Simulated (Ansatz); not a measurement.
# K3F: relaxing a made-up structure

Starting from a made-up structure for K3F, the aim is the relaxed cell, its shortest contacts and, where a second run follows, its electronic structure.

Calculated with Ansatz 0.2.0; DFT, r2SCAN, plane-wave PAW, files of the set soft_1, scalar-relativistic, no spin, cell and ions relaxed at zero pressure; PAW set soft_1, in the first sound run; inputs show where later runs differ.

## (1) Set-up

The structure is hexagonal, space group P6_3/mmc (No. 194). The conventional cell has a = 8.095 Å, b = 8.095 Å, c = 7.458 Å, α = 90.00°, β = 90.00°, γ = 120.00°. Nearest to K lie 8 K at 4.02 to 4.41 Å and 4 F at 4.05 to 4.39 Å. Nearest to F lie 6 K at 4.05 Å. Farther neighbours and most contacts between anions are not listed.

Structure file:

```cif
data_structure
_symmetry_space_group_name_H-M 'P 1'
_symmetry_Int_Tables_number 1
_cell_length_a 8.0950
_cell_length_b 8.0950
_cell_length_c 7.4580
_cell_angle_alpha 90.000
_cell_angle_beta 90.000
_cell_angle_gamma 120.000
_cell_volume 423.24
loop_
_atom_site_label
_atom_site_type_symbol
_atom_site_fract_x
_atom_site_fract_y
_atom_site_fract_z
_atom_site_occupancy
K1 K 0.16770 0.33540 0.25000 1
K2 K 0.16770 0.83230 0.25000 1
K3 K 0.66460 0.83230 0.25000 1
K4 K 0.83230 0.66460 0.75000 1
K5 K 0.83230 0.16770 0.75000 1
K6 K 0.33540 0.16770 0.75000 1
F7 F 0.33333 0.66667 0.75000 1
F8 F 0.66667 0.33333 0.25000 1
```

## (2) Relaxation of the guess

The guessed cell has no reason to be at equilibrium. It is relaxed with the atoms, within the space group of the guess.

input.yaml

```yaml
crystal:
  lattice:
    - [8.095, 0.0, 0.0]
    - [-4.0475, 7.010475644, 0.0]
    - [0.0, 0.0, 7.458]
  atoms:
    - { symbol: K, position: [0.167700005, 0.33540001, 0.25] }
    - { symbol: K, position: [0.167700005, 0.832299995, 0.25] }
    - { symbol: K, position: [0.66459999, 0.832299995, 0.25] }
    - { symbol: K, position: [0.832299995, 0.66459999, 0.75] }
    - { symbol: K, position: [0.832299995, 0.167700005, 0.75] }
    - { symbol: K, position: [0.33540001, 0.167700005, 0.75] }
    - { symbol: F, position: [0.333333333, 0.666666667, 0.75] }
    - { symbol: F, position: [0.666666667, 0.333333333, 0.25] }
kpoints:
  mp_grid: { grid: [4, 4, 4] }
scf:
  occupations: { method: fermi_dirac, width: 0.05 }
hamiltonian:
  xc: r2scan
  pseudopotentials: { kind: paw, azcp: { folder: soft_1 } }
relax:
  f_tol: 0.015
  max_steps: 70
  cell: {}
output:
  forces: true
  stress: true
```

Launch:

```bash
$ ansatz run input.yaml --threads 4 --pin off --max-ram 10240MiB --backend cpu --events-out ev --progress --plain --runs-dir out
```

Numbers of over 12 decimals in the logs are rounded to 6 here.

The log of the run:

```text
Engine: ansatz 0.2.0, x86_64-unknown-linux-gnu
Pseudopotentials: kind: paw
Pseudopotential: K, paw, valence charge 9, recommended cutoff 500 eV (meta_gga), soft_1/K.paw.azcp
Pseudopotential: F, paw, valence charge 7, recommended cutoff 500 eV (meta_gga), soft_1/F.paw.azcp
Functional definition: r2SCAN
  parameter k0 = 0.174
  parameter k1 = 0.065
  parameter a1 = 4.9479
  exchange = r2scan_x(k0 = k0, k1 = k1, a1 = a1)
  correlation = r2scan_c
Crystal: 8 atoms, lattice volume = 423.240 Å³
Basis set: ecut = 500 eV, 10713 PW (Γ), exchange–correlation on 240×240×240 points (64 copies of the dense FFT grid, shifted against one another)
Bands: 42, of which v1, the nominal top of the filled ones, is band 34 counted from 1 (33 counted from 0)
Symmetry: 24 space group operations
Space group: P63/mmc (ITA 194), of the structure as read, at distance tolerance 7.5e-5 Å
k-points: 12 of 64
Non-local potential: K, projectors of the file, l = 0: 3, l = 1: 2, l = 2: 2
Non-local potential: F, projectors of the file, l = 0: 2, l = 1: 2, l = 2: 1
PAW form: soft (Blöchl's): semilocal exchange-correlation on the pseudo side does not see the compensation charge
PAW frozen core: K, regenerated for the run's functional (the file was generated under x = pbe(κ = 0.804, μ = 0.219515), c = pbe(β = 0.066725))
PAW frozen core: F, regenerated for the run's functional (the file was generated under x = pbe(κ = 0.804, μ = 0.219515), c = pbe(β = 0.066725))
PAW one-centre angular grid: K, 302 points (default); XC on 160 Gauss nodes
PAW one-centre angular grid: F, 302 points (default); XC on 160 Gauss nodes
Initial density: superposition of atomic densities (chi_scale 0.1, normalization cell), built separately for each of the 3 bonded fragments (scf.initial_density.interfragment_charge_transfer: auto; true builds it for the cell as a whole; a typed value also counts as a typed key of the start: scf.initial_density.chi_scale says what that changes, if anything)
Initial wavefunctions: pseudopotential atomic-orbital guess
Functional: x = r2scan, c = r2scan; τ floored in thin density (d = 2e-4 eV/Å³)
SCF iter   1: F=—  HF=-10880.210901 eV  |F-HF|=—  |Δ(HF+E_count)|=         —  Δρ=5.06e-2  dr2=1.53e1  dr2_τ=4.97e-1  ethr=3.10e-3  ⟨swp⟩=10.0  Hψ=2268  notcnv=0  defer=1
preconditioner: auto → Kerker (q_TF=auto, 2.012 Å⁻¹)  [metal: Δε(μ)=0.064 eV  Ē_g=2.308 eV  σ=0.050 eV  W_gap=0.31  n_scr=70 (ndim 8)  ℏωp=3.6 eV  f_vac=0.000  D(μ)=5.35/eV (n_scr^D=20)]
SCF iter   2: F=—  HF=-10875.669572 eV  |F-HF|=—  |Δ(HF+E_count)|=    4.54e0  Δρ=1.79e-2  dr2=3.65e0  dr2_τ=9.21e-2  ethr=3.10e-3  ⟨swp⟩=3.1  Hψ=1054  notcnv=0  defer=7
preconditioner: auto → Resta (q_TF=auto, 2.012 Å⁻¹)  ε∞=2.7  [insulator: Δε(μ)=0.114 eV  Ē_g=5.615 eV  σ=0.050 eV  W_gap=0.51  n_scr=70 (ndim 8)  ℏωp=7.2 eV  f_vac=0.000  D(μ)=4.90/eV (n_scr^D=20)  ε∞_Penn≈2.7]
SCF iter   3: F=—  HF=-10874.487477 eV  |F-HF|=—  |Δ(HF+E_count)|=    1.18e0  Δρ=1.21e-2  dr2=9.71e-1  dr2_τ=3.94e-2  ethr=3.10e-3  ⟨swp⟩=3.4  Hψ=771  notcnv=0  defer=7
SCF iter   4: F=—  HF=-10874.344125 eV  |F-HF|=—  |Δ(HF+E_count)|=   1.43e-1  Δρ=1.94e-3  dr2=3.65e-2  dr2_τ=1.35e-3  ethr=1.43e-3  ⟨swp⟩=3.1  Hψ=1084  notcnv=0  defer=9
SCF iter   5: F=—  HF=-10874.372180 eV  |F-HF|=—  |Δ(HF+E_count)|=   2.81e-2  Δρ=1.03e-3  dr2=7.45e-3  dr2_τ=3.28e-4  ethr=5.37e-5  ⟨swp⟩=2.7  Hψ=933  notcnv=0  defer=9
SCF iter   6: F=—  HF=-10874.373199 eV  |F-HF|=—  |Δ(HF+E_count)|=   1.02e-3  Δρ=1.90e-4  dr2=4.17e-4  dr2_τ=2.16e-5  ethr=1.10e-5  ⟨swp⟩=2.4  Hψ=883  notcnv=0  defer=9
SCF iter   7: F=—  HF=-10874.373388 eV  |F-HF|=—  |Δ(HF+E_count)|=   1.89e-4  Δρ=6.89e-5  dr2=3.96e-5  dr2_τ=3.34e-6  ethr=6.13e-7  ⟨swp⟩=3.1  Hψ=973  notcnv=0  defer=8
SCF iter   8: F=—  HF=-10874.373553 eV  |F-HF|=—  |Δ(HF+E_count)|=   1.64e-4  Δρ=1.31e-5  dr2=1.79e-6  dr2_τ=1.36e-7  ethr=5.82e-8  ⟨swp⟩=2.0  Hψ=818  notcnv=0  defer=8
SCF iter   9: F=—  HF=-10874.373555 eV  |F-HF|=—  |Δ(HF+E_count)|=   1.98e-6  Δρ=3.31e-6  dr2=1.33e-7  dr2_τ=3.55e-9  ethr=2.64e-9  ⟨swp⟩=2.1  Hψ=830  notcnv=0  defer=8
SCF iter  10: F=-10874.373555 eV  HF=-10874.373555 eV  |F-HF|=8.57e-10  |Δ(HF+E_count)|=   7.13e-8  Δρ=7.12e-7  dr2=2.45e-9  dr2_τ=1.57e-10  ethr=1.47e-10  ⟨swp⟩=4.9  Hψ=1712  notcnv=0
SCF 1 converged in 10 iterations: F = -10874.373555 eV  dr2 = 2.45e-9
  greatest PAW one-centre occupation: 0.990 electrons in one spin orbital (limit 2), on the K atom at site 5 (counted from 0), in its partial waves of l = 0
relax step   1: F+E_penalty+E_count = -10874.37355470 eV  Δ(F+E_penalty+E_count) = +0.000e0 eV  max|allowed force component| = 7.244e-2 eV/Å  Δτ_max = 0.0000 Å  P = -0.604 GPa  Ω = 423.240 Å³  (10 SCF iters, dr2 threshold 1.00e-7 eV, accepted)
Crystal: 8 atoms, lattice volume = 411.275 Å³
Basis set: ecut = 500 eV, 10437 PW (Γ), exchange–correlation on 240×240×240 points (64 copies of the dense FFT grid, shifted against one another)
Initial density: handed on by an earlier stage of this run
Initial wavefunctions: those handed on with the density
iter 1 solved again at ethr=1.23e-4 eV; its pass at ethr=3.10e-3 eV (dr2=8.39e-2 eV) is discarded
SCF iter   1: F=—  HF=-10874.407145 eV  |F-HF|=—  |Δ(HF+E_count)|=         —  Δρ=3.79e-3  dr2=8.43e-2  dr2_τ=1.04e-1  ethr=1.23e-4  ⟨swp⟩=1.2  Hψ=2314  notcnv=0
automatic band count: iteration 1 solves 40 bands in place of 42: the levels show a gap, and the empty bands left out lie too high to hold charge; the band table lists the bands solved (type scf.n_extra_bands for more)
preconditioner: auto → LDOS  [insulator: Δε(μ)=0.148 eV  Ē_g=3.753 eV  σ=0.050 eV  W_gap=0.53  n_scr=70 (ndim 8)  ℏωp=7.3 eV  f_vac=0.033  D(μ)=4.31/eV (n_scr^D=20)  ε∞_Penn≈4.8  β→1.0]
SCF iter   2: F=—  HF=-10874.430439 eV  |F-HF|=—  |Δ(HF+E_count)|=   2.33e-2  Δρ=3.55e-3  dr2=3.36e-2  dr2_τ=3.28e-3  ethr=1.23e-4  ⟨swp⟩=2.9  Hψ=908  notcnv=0
SCF iter   3: F=—  HF=-10874.423957 eV  |F-HF|=—  |Δ(HF+E_count)|=   6.48e-3  Δρ=4.22e-4  dr2=9.74e-4  dr2_τ=3.01e-5  ethr=4.94e-5  ⟨swp⟩=2.0  Hψ=980  notcnv=0
SCF iter   4: F=—  HF=-10874.423943 eV  |F-HF|=—  |Δ(HF+E_count)|=   1.37e-5  Δρ=1.15e-4  dr2=1.46e-4  dr2_τ=3.14e-6  ethr=1.43e-6  ⟨swp⟩=2.2  Hψ=653  notcnv=0
SCF iter   5: F=—  HF=-10874.424129 eV  |F-HF|=—  |Δ(HF+E_count)|=   1.86e-4  Δρ=7.20e-5  dr2=6.38e-5  dr2_τ=1.48e-6  ethr=2.15e-7  ⟨swp⟩=2.0  Hψ=792  notcnv=0
SCF iter   6: F=—  HF=-10874.424120 eV  |F-HF|=—  |Δ(HF+E_count)|=   8.78e-6  Δρ=1.83e-5  dr2=2.54e-6  dr2_τ=5.45e-8  ethr=9.38e-8  ⟨swp⟩=2.0  Hψ=778  notcnv=0
[...]
relax step  15: F+E_penalty+E_count = -10878.53046224 eV  Δ(F+E_penalty+E_count) = -2.731e-1 eV  max|allowed force component| = 1.186e-3 eV/Å  Δτ_max = 0.0598 Å  P = +0.586 GPa  Ω = 331.856 Å³  energy of the carried Pulay correction = +1.003e-2 eV  (9 SCF iters, dr2 threshold 8.00e-7 eV, accepted)
relax step  16: F+E_penalty+E_count = -10878.60172974 eV  Δ(F+E_penalty+E_count) = -7.127e-2 eV  max|allowed force component| = 1.649e-2 eV/Å  Δτ_max = 0.0437 Å  P = -0.188 GPa  Ω = 353.387 Å³  energy of the carried Pulay correction = +7.282e-3 eV  (8 SCF iters, dr2 threshold 8.00e-7 eV, accepted)
relax step  17: F+E_penalty+E_count = -10878.58865987 eV  Δ(F+E_penalty+E_count) = +1.307e-2 eV  max|allowed force component| = 1.265e-1 eV/Å  Δτ_max = 0.0448 Å  P = -0.033 GPa  Ω = 343.116 Å³  energy of the carried Pulay correction = +8.559e-3 eV  (8 SCF iters, dr2 threshold 1.42e-7 eV, rejected (line search))
relax step  18: F+E_penalty+E_count = -10878.60619960 eV  Δ(F+E_penalty+E_count) = -4.470e-3 eV  max|allowed force component| = 6.004e-3 eV/Å  Δτ_max = 0.0074 Å  P = -0.058 GPa  Ω = 349.333 Å³  energy of the carried Pulay correction = +7.779e-3 eV  (10 SCF iters, accepted)
relax step  19: F+E_penalty+E_count = -10878.60709823 eV  Δ(F+E_penalty+E_count) = -8.986e-4 eV  max|allowed force component| = 1.426e-4 eV/Å  Δτ_max = 0.0044 Å  P = -0.002 GPa  Ω = 347.693 Å³  energy of the carried Pulay correction = +7.982e-3 eV  (7 SCF iters, dr2 threshold 2.17e-8 eV, accepted)
relax step  20: F+E_penalty+E_count = -10878.80851200 eV  Δ(F+E_penalty+E_count) = -2.014e-1 eV  max|allowed force component| = 9.103e-4 eV/Å  Δτ_max = 0.0000 Å  P = +0.695 GPa  Ω = 347.693 Å³  stress off target by 1.05e0 GPa  SCF on the basis re-selected at this cell (its energy is not comparable with the rows above)  (9 SCF iters)
relax step  21: F+E_penalty+E_count = -10878.90826690 eV  Δ(F+E_penalty+E_count) = -9.975e-2 eV  max|allowed force component| = 3.569e-3 eV/Å  Δτ_max = 0.0304 Å  P = +0.400 GPa  Ω = 366.054 Å³  energy of the carried Pulay correction = -2.001e-3 eV  (7 SCF iters, dr2 threshold 8.00e-7 eV, accepted)
relax step  22: F+E_penalty+E_count = -10878.96024346 eV  Δ(F+E_penalty+E_count) = -5.198e-2 eV  max|allowed force component| = 9.752e-3 eV/Å  Δτ_max = 0.0409 Å  P = +0.055 GPa  Ω = 393.519 Å³  energy of the carried Pulay correction = -4.724e-3 eV  (8 SCF iters, dr2 threshold 8.00e-7 eV, accepted)
relax step  23: F+E_penalty+E_count = -10878.96098538 eV  Δ(F+E_penalty+E_count) = -7.419e-4 eV  max|allowed force component| = 1.141e-3 eV/Å  Δτ_max = 0.0029 Å  P = +0.003 GPa  Ω = 397.338 Å³  energy of the carried Pulay correction = -5.082e-3 eV  (7 SCF iters, dr2 threshold 1.90e-8 eV, accepted)
Basis set: ecut = 500 eV, 10171 PW (Γ), exchange–correlation on 360×360×108 points (64 copies of the dense FFT grid, shifted against one another)
iter 1 solved again at ethr=3.16e-7 eV; its pass at ethr=3.10e-3 eV (dr2=2.15e-4 eV) is discarded
SCF iter   1: F=—  HF=-10878.965145 eV  |F-HF|=—  |Δ(HF+E_count)|=         —  Δρ=1.94e-4  dr2=1.50e-5  dr2_τ=6.85e-5  ethr=3.16e-7  ⟨swp⟩=4.1  Hψ=3901  notcnv=0
preconditioner: auto → LDOS  [metal: Δε(μ)=0.100 eV  Ē_g=6.557 eV  σ=0.050 eV  W_gap=0.45  n_scr=50 (ndim 8)  ℏωp=7.5 eV  f_vac=0.134  D(μ)=4.19/eV (n_scr^D=18)  β→1.0]
SCF iter   2: F=—  HF=-10878.965270 eV  |F-HF|=—  |Δ(HF+E_count)|=   1.25e-4  Δρ=1.64e-5  dr2=5.28e-7  dr2_τ=1.41e-7  ethr=2.21e-8  ⟨swp⟩=2.0  Hψ=918  notcnv=0
SCF iter   3: F=—  HF=-10878.965575 eV  |F-HF|=—  |Δ(HF+E_count)|=   3.05e-4  Δρ=1.13e-5  dr2=2.97e-7  dr2_τ=3.35e-8  ethr=7.76e-10  ⟨swp⟩=2.0  Hψ=914  notcnv=0
SCF iter   4: F=—  HF=-10878.965575 eV  |F-HF|=—  |Δ(HF+E_count)|=   7.10e-8  Δρ=3.30e-6  dr2=2.93e-8  dr2_τ=3.11e-9  ethr=4.37e-10  ⟨swp⟩=2.0  Hψ=816  notcnv=0
SCF iter   5: F=—  HF=-10878.965575 eV  |F-HF|=—  |Δ(HF+E_count)|=   9.38e-9  Δρ=1.08e-6  dr2=3.55e-9  dr2_τ=2.06e-10  ethr=4.32e-11  ⟨swp⟩=2.0  Hψ=788  notcnv=0
SCF iter   6: F=—  HF=-10878.965575 eV  |F-HF|=—  |Δ(HF+E_count)|=  4.02e-10  Δρ=1.58e-7  dr2=2.59e-10  dr2_τ=5.75e-12  ethr=5.22e-12  ⟨swp⟩=2.0  Hψ=842  notcnv=0
SCF iter   7: F=-10878.965575 eV  HF=-10878.965575 eV  |F-HF|=9.09e-12  |Δ(HF+E_count)|=  1.93e-10  Δρ=5.11e-8  dr2=1.79e-11  dr2_τ=8.27e-13  ethr=1.00e-12  ⟨swp⟩=4.8  Hψ=1707  notcnv=0
SCF 24 converged in 7 iterations: F = -10878.965575 eV  dr2 = 1.79e-11
relax step  24: F+E_penalty+E_count = -10878.96557476 eV  Δ(F+E_penalty+E_count) = -4.589e-3 eV  max|allowed force component| = 1.084e-3 eV/Å  Δτ_max = 0.0000 Å  P = +0.001 GPa  Ω = 397.338 Å³  stress off target by 5.48e-3 GPa  SCF on the basis re-selected at this cell (its energy is not comparable with the rows above)  (7 SCF iters)
basis re-selected at this cell: Δ(F+E_penalty+E_count) = -4.589e-3 eV, ΔP = -0.001 GPa vs the last step (what re-selecting the basis moved, of the pressure what is left beyond the Pulay correction that the steps carried, after the strain that the cell walked since its last selection, with what the two solves' SCF thresholds leave and, on support functions, any second-order correction that the steps lacked; it is no measure of the basis error at this ecutwfc). The dense FFT grid was sized anew with the basis: this SCF ran on 90×90×27 points, the steps before it on 80×80×30, so part of this shift can come from that change (see relax.cell in the input reference). [rest of the remark cut]
SCF converged after 7 iterations
Free energy (F): -10878.965575 eV
Harris-Foulkes:  -10878.965575 eV  (|F-HF|=9.09e-12)
Internal energy: -10878.931788 eV  (E = F + TS)
E sigma→0 (E₀):  -10878.948681 eV
Entropy (-TS):   -0.033787 eV (-4.223 meV/atom)
Fermi energy:    2.452168 eV
--- Per-component energies (eV) ---
  E_band       = -1001.875636
  E_kinetic    = 1921.005452
  E_local      = -8081.867856  (includes V_loc(G=0)·N_el)
  E_nonlocal   = 249.888860
  E_hartree    = 3235.324396
  E_xc         = -953.801265
  E_vxc        = -1340.431708  (∫ρ·V_xc dr)
  E_paw        = -5142.795361  (= ΣΔE_a)
  E_vpaw       = -305.471173  (= ΣTr[D̂ρ^β])
  E_aug_tail   = 0.000554  (compensation charges beyond the density's cutoff)
  E_vtau       = 84.351594  (kinetic-family band-sum trace: ∫τ·v_τ [+ j·A + Jᵃ·Aᵃ] dr)
  E_ewald      = -2105.446672
  E_core_change = -1.239895  (= ΣΔE_core)
  E_smearing   = -0.033787  (= −TS)
  E_closure    = 0.000000  (closes the sum)
  Σ components = -10878.965575   (vs F -10878.965575, Δ=0.00e0)
--- Forces (eV/Å), atoms counted from 1 ---
  atom   1  K      0.00000000     0.00108385     0.00000000
  atom   2  K      0.00093865    -0.00054193    -0.00000000
  atom   3  K     -0.00093865    -0.00054193    -0.00000000
  atom   4  K      0.00000000    -0.00108385    -0.00000000
  atom   5  K     -0.00093865     0.00054193     0.00000000
  atom   6  K      0.00093865     0.00054193     0.00000000
  atom   7  F      0.00000000    -0.00000000    -0.00000000
  atom   8  F     -0.00000000     0.00000000     0.00000000
  max |Σ_I F_I| component: 1.08e-18 eV/Å
--- Stress (GPa, compression-positive) ---
        0.004962      -0.000000       0.000000
       -0.000000       0.004962       0.000000
        0.000000       0.000000      -0.005481
  P = ⅓ Tr σ = 0.0015 GPa (0.015 kbar)
--- Relaxed structure (22 steps of the walk, 21 accepted, 2 SCFs on fresh bases) ---
  F+E_penalty+E_count = -10878.96557476 eV   max|allowed force component| = 1.084e-3 eV/Å   (the final SCF, on the basis selected at the relaxed cell)
  cell:  # Å, volume = 397.3380 Å³
    - [11.169931, 0, 0]
    - [-5.584965, 9.673444, 0]
    - [0, 0, 3.677296]
  atoms:
    - { symbol: K, position: [0.228689, 0.457377, 0.25] }
    - { symbol: K, position: [0.228689, 0.771311, 0.25] }
    - { symbol: K, position: [0.542623, 0.771311, 0.25] }
    - { symbol: K, position: [0.771311, 0.542623, 0.75] }
    - { symbol: K, position: [0.771311, 0.228689, 0.75] }
    - { symbol: K, position: [0.457377, 0.228689, 0.75] }
    - { symbol: F, position: [0.333333, 0.666667, 0.75] }
    - { symbol: F, position: [0.666667, 0.333333, 0.25] }
```

The job ended after 2.5 min (4 threads of INTEL XEON PLATINUM 8581C at 2.10GHz (Emerald Rapids), shared host; peak memory 1.8 GiB; 9.2 min of CPU time).

Relaxation path (22 of 24):

```
step  energy less that of the first step (eV)  largest force component (eV/Å)  pressure (GPa)  volume (Å³)
   1                                   0.0000                          0.0724           -0.60       423.24
   2                                  -0.0506                          0.0477           -0.54       411.27
   3                                  -0.1669                          0.0856           -0.12       365.95
   4                                  -0.1743                          0.1666            0.15       339.75
   5                                  -0.2224                          0.0031            0.19       339.33
   6                                  -0.2969                          0.1282            0.19       338.17
   8                                  -0.7432                          0.1966            0.24       324.92
   9                                  -1.1320                          0.2441           -0.10       336.11
  10                                  -1.4959                          0.3167            0.21       318.04
  11                                  -1.9717                          0.3878            0.66       301.99
  12                                  -2.7156                          0.2422            1.30       290.63
  13                                  -3.4582                          0.0756            2.03       286.69
  14                                  -3.8838                          0.0588            1.23       309.53
  15                                  -4.1569                          0.0012            0.59       331.86
  16                                  -4.2282                          0.0165           -0.19       353.39
  17                                  -4.2151                          0.1265           -0.03       343.12
  19                                  -4.2335                          0.0001            0.00       347.69
 20*                                  -4.4350                          0.0009            0.70       347.69
  21                                  -4.5347                          0.0036            0.40       366.05
  22                                  -4.5867                          0.0098            0.06       393.52
  23                                  -4.5874                          0.0011            0.00       397.34
 24*                                  -4.5920                          0.0011            0.00       397.34
```

Relaxation steps marked * repeat the geometry before them on a plane-wave basis chosen anew for their cell, so energy and pressure can jump there. Other such steps can lie between the rows shown. Relaxation step 17 was tried and not accepted.

Forces are held to the 24 operations that the run works with; a distortion that breaks them can't arise in this run.

```
     cell as run  before   after   change
           a (Å)   8.095  11.170  +38.0 %
           b (Å)   8.095  11.170  +38.0 %
           c (Å)   7.458   3.677  -50.7 %
volume (Å³/atom)   52.91   49.67   -6.1 %
```

The atoms that moved most (Å, as changes of fractional coordinates times the final cell):

```
atom      dx      dy     dz  length
  K2   1.022  -0.590  0.000   1.180
  K6   1.022   0.590  0.000   1.180
  K5  -1.022   0.590  0.000   1.180
  K3  -1.022  -0.590  0.000   1.180
  K1   0.000   1.180  0.000   1.180
  K4   0.000  -1.180  0.000   1.180
```

Numbers from this step:

- free energy: -10878.9656 eV
- energy at zero smearing: -10878.9487 eV
- smearing term TS: 0.03379 eV
- Fermi energy: 2.452 eV
- electrons: 68
- symmetry operations: 24
- pressure: 0.001481 GPa

Shortest distances by pair of elements, guess and relaxed (not always the same contact):

```
pair  guess (Å)  relaxed (Å)
 F–K      4.048        2.735
 K–K      4.022        3.507
 F–F      5.979        3.677
```

The relaxation ends with a largest force component of 0.0011 eV/Å and a pressure of 0.00 GPa.

(Continued in part 2 of 2.)

[Logs are printed without paths, hosts, clocks, repeated set-up lines and the standing remarks that a program may print on its own settings, such as how far it seeks lower states.]

[Hosts, paths, dates, database ids (printed as entryN), source tags and the programs' standing remarks are cut or masked in the printed files.]
